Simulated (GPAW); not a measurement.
# Fe K-edge XANES of CaFe2P2 (I4/mmm), part 3 of 3

What does one-electron theory with a core hole give for the Fe K edge of CaFe2P2 (I4/mmm)?

GPAW 26.7.0; X-ray absorption from dipole matrix elements to empty bands, plane-wave PAW LDA.

So far. Step 4 (Spectrum with XCH, Fe atom 1): The total-energy difference is 7091.26 eV. The tabulated edge of the element is 7112 eV. The functional leaves an error in such absolute values: in the free atom LDA prices this hole 16.1 eV below PBE (computed apart), and PBE is itself good to a few eV. Step 5 (Spectrum with FCH, Fe atom 1): Against the first run the r.m.s. difference is 3 %. The highest intensity below 24 eV goes from 8.8 eV (1.36) to 9.1 eV (1.39).

## (7) Spectrum with XCH, Fe atom 1

A test of how far the result depends on this setting.

Changed against the first core-hole run: cutoff (eV) to 600.

The input, xas.py:

```python
import numpy as np
from ase import Atoms
from ase.parallel import parprint, paropen
from gpaw import GPAW, PW, FermiDirac, Mixer, MixerDif, setup_paths
from gpaw.test import gen
setup_paths.insert(0, '.')
gen('Fe', name='fch1s', xcname='LDA', corehole=(1, 0, 1), write_xml=True)
from gpaw.mpi import world
world.barrier()

atoms = Atoms('Fe4Ca2P4',
    cell=[[3.855, -3.855, 0],
     [3.855, 3.855, 0],
     [-1.9275, 1.9275, 4.9925]],
    scaled_positions=[[0.5, 0.25, 0.5],
     [0, 0.75, 0.5],
     [0, 0.25, 0.5],
     [0.5, 0.75, 0.5],
     [0, 0, 0],
     [0.5, 0.5, 0],
     [0.6357, 0, 0.2714],
     [0.1357, 0.5, 0.2714],
     [0.3643, 0, 0.7286],
     [0.8643, 0.5, 0.7286]],
    magmoms=[4.0, 4.0, 4.0, 4.0, 0.0, 0.0, 0.0, 0.0, 0.0, 0.0],
    pbc=True)
atoms.calc = calc = GPAW(legacy_gpaw=True, mode=PW(600, force_complex_dtype=True), xc='LDA', setups={0: 'fch1s'},
    kpts={'size': (4, 3, 4), 'gamma': True}, occupations=FermiDirac(0.1),
    charge=-1, mixer=MixerDif(0.05, 8, 50), maxiter=150,
    convergence={'density': 0.0001, 'eigenstates': 1e-6}, txt='scf.txt')
energy = atoms.get_potential_energy() + calc.get_reference_energy()
ef = calc.get_fermi_level()
out = dict(energy=energy, fermi=ef, forces=atoms.get_forces().tolist(), magmoms=atoms.get_magnetic_moments().tolist())
parprint(f'all-electron energy {energy:.4f} eV, Fermi level {ef:.4f} eV')
ev = np.array([[calc.get_eigenvalues(k, s) for k in range(len(calc.get_ibz_k_points()))] for s in range(calc.get_number_of_spins())])
out['homo'], out['lumo'], out['counts'] = ev[ev < ef].max(), ev[ev > ef].min(), sorted(set((ev < ef).sum((0, 2)).tolist()))
out['filled'] = (ev[:, 0] < ef).sum(1).tolist()

from ase.units import Ha
from gpaw.xas import dipole_matrix_elements
nb = int(calc.get_number_of_electrons() / 2) + 111
top, nb = nb, nb + 8 + nb // 12
nscf = calc.fixed_density(kpts={'size': (4, 3, 4), 'gamma': True}, nbands=nb,
    convergence={'bands': top, 'eigenstates': 1e-5}, maxiter=60, txt='nscf.txt')
cell = atoms.cell.array
ops = [cell.T @ U.T @ np.linalg.inv(cell.T) for U in nscf.wfs.kd.symmetry.op_scc]
E = np.arange(-6, 34, 0.1)
fwhm = np.interp(E, [4, 25], [1.25, 3.5])
Y, X, zero, highest = 0, 0, 1e9, 1e9
for spin in range(nscf.get_number_of_spins()):
    wfs = nscf.wfs
    A = dipole_matrix_elements(wfs.setups[0])
    eps = np.zeros((wfs.kd.nibzkpts, nb))
    d = np.zeros((3, A.shape[1], wfs.kd.nibzkpts, nb), complex)
    for kpt in wfs.kpt_u:
        if kpt.s == spin and 0 in kpt.P_ani:
            eps[kpt.k] = kpt.eps_n * Ha
            d[:, :, kpt.k] = (kpt.weight * wfs.nspins / 2) ** 0.5 * np.inner(A, kpt.P_ani[0])
    world.sum(eps)
    world.sum(d)
    T = np.einsum('amkn,bmkn->abkn', d, d.conj()).real
    T = sum(np.einsum('ai,ijkn,bj->abkn', R, T, R) for R in ops) / len(ops)
    empty = eps > ef
    zero, highest = min(zero, eps[empty].min()), min(highest, eps[:, top - 1].min())
    lines = [(eps, T, empty)] if spin == 0 else lines + [(eps, T, empty)]
for eps, T, empty in lines:
    f = np.einsum('aakn->akn', T).reshape(3, -1)
    x = eps.ravel() - zero
    w = np.interp(x, E, fwhm) / 2.35482
    g = np.exp(-0.5 * ((E[:, None] - x) / w) ** 2) / (w * (2 * np.pi) ** 0.5)
    Y = Y + (f * empty.ravel()) @ g.T
    X = X + (f * ~empty.ravel()) @ g.T
out.update(E=E.round(2).tolist(), xas=Y.tolist(), xes=X.tolist(), zero=zero, valid=highest - zero, nk=len(eps), nb=nb)
for i in range(0, len(E), 10):
    parprint(f'{E[i]:7.2f}', *(f'{v:10.3e}' for v in Y[:, i]))
import json
with paropen('out.json', 'w') as f:
    json.dump(out, f)
```

Launch:

```console
$ OMP_NUM_THREADS=1 mpirun -n 2 gpaw python xas.py
```

Numbers of over 12 decimals in the logs are rounded to 6 here.

What it wrote:

```text
Input parameters:
  charge: -1
  convergence: {density: 0.0001,
                eigenstates: 1e-06}
  kpts: {gamma: True,
         size: (4, 3, 4)}
  maxiter: 150
  mixer: {backend: pulay,
          beta: 0.05,
          method: difference,
          nmaxold: 8,
          weight: 50}
  mode: {ecut: 600.0,
         force_complex_dtype: True,
         name: pw}
  occupations: {fixmagmom: False,
[...]
4s:      -0.535768    -0.535906
4p:      -0.326687    -0.326805
3d:      -0.864258    -0.864759
*f:                   -0.021137
-------------------------------
all-electron energy -205242.8074 eV, Fermi level 8.7385 eV
  -6.00  3.642e-37  3.642e-37  1.316e-36
  -5.00  1.279e-28  1.279e-28  4.867e-28
  -4.00  1.367e-21  1.367e-21  5.437e-21
  -3.00  4.624e-16  4.624e-16  1.868e-15
[...]
32.00  8.132e-07  8.132e-07  7.198e-07
  33.00  7.309e-07  7.309e-07  6.125e-07
[key lines of the parts left out:]
Converged after 30 iterations.
Dipole moment: (-0.006828, -0.006828, 0.000000) |e|*Ang
Free energy:   -120.963864
Fermi level: 8.73853
```

Wall time 7.7 min (2 MPI ranks of Arm Neoverse V2, shared host); peak memory 0.94 GiB; 15 min of CPU time.

```
E (eV)  first run  this run
  -2.0       0.00      0.00
  -1.0       0.01      0.01
   0.0       0.20      0.20
   1.0       0.45      0.45
   2.0       0.36      0.36
   3.0       0.36      0.36
   4.0       0.65      0.65
   5.0       0.62      0.62
   6.0       0.60      0.60
   7.0       0.90      0.90
   8.0       1.25      1.25
   9.0       1.36      1.36
  10.0       1.18      1.18
  11.0       1.11      1.10
  12.0       1.22      1.22
  13.0       1.33      1.33
  14.0       1.33      1.33
  15.0       1.31      1.31
  16.0       1.31      1.31
  17.0       1.28      1.28
  18.0       1.27      1.28
  19.0       1.30      1.30
  20.0       1.29      1.29
  21.0       1.22      1.22
  22.0       1.18      1.18
  23.0       1.22      1.22
  24.0       1.32      1.32
  25.0       1.45      1.45
  26.0       1.59      1.60
  27.0       1.76      1.76
  28.0       1.93      1.94
  29.0       2.10      2.10
  30.0       2.20      2.20
  31.0       2.19      2.19
```

The scaled spectrum changes by 0 % r.m.s. The highest intensity below 24 eV stays at 8.8 eV.

The photon energy of the zero moves by -0.01 eV.

## (8) Results

```yaml
absorber_and_edge: Fe K, atom 1 of the ground-state input (counted from 1)
surroundings: 4 P at 2.24 Å (distorted tetrahedral, site symmetry -4m2)
highest_intensity_below_24_ev: 8.8 eV above the zero, height 1.36
photon_energy_of_the_zero_spin_polarised_hole_raw: 7091.3 eV (LDA puts this hole about 16 eV below PBE, itself good to a few eV)
```

**Reading.** The Fe K edge of atom 1, with 4 P at 2.24 Å (distorted tetrahedral, site symmetry -4m2), has its highest intensity of the first 24 eV at 8.8 eV above the zero, near 7100 eV in photon energy (LDA puts this hole about 16 eV below PBE, itself good to a few eV), 1.4 times the mean level of the first 20 eV (Gaussian full width 1.25 eV up to 4 eV, rising linearly to 3.5 eV at 25 eV). Changing the core hole to FCH alters the shape by 3 % r.m.s., so the result is insensitive to this choice. Changing the cutoff (eV) to 600 alters the shape by 0 % r.m.s., so this setting is converged. At the Fe K edge of atom 1 polarisation matters most near 19.9 eV, where the curves differ by 0.5 on this scale. The strongest dipole feature below the main edge lies at 4.2 eV (height 0.67); the site lacks an inversion centre, which allows local p–d mixing besides the mixing with the neighbours' empty states; the run doesn't separate the two. The hole lies in one spin channel, while the script sums the empty states of both and takes the lower zero; where the two channels are split, this blurs and shifts the curve. Quadrupole 1s→3d transitions, which feed the pre-edge, are not in the dipole spectrum. The starting moments shrank to 0.00 μB or less, so this is hardly a magnetic state. The holes are only 5.5 Å apart, so the shape is probably not converged with cell size; no larger cell was run here. The mesh is coarse (0.38 Å⁻¹ between points), so small maxima may be mesh ripples. Lifetime broadening is put in by hand, and intensities beyond about 20 eV depend on it and on the partial waves. The structure is a published determination, not relaxed.

[Banner, clock and machine lines of the logs are left out without a mark of their own.]

[Logs are printed without paths, hosts, clocks, repeated set-up lines and the standing remarks that a program may print on its own settings, such as how far it seeks lower states.]

[Hosts, paths, dates, database ids (printed as entryN), source tags and the programs' standing remarks are cut or masked in the printed files.]

[Lists of maxima count a maximum above −3 eV only where it reaches 4 % of the highest in the window and stands out from its surroundings by 2 % of it (1.5 % where it reaches 55 %); shoulders and weaker maxima are passed over, and of the rest the first, up to two pre-edge ones and the few strongest are named.]
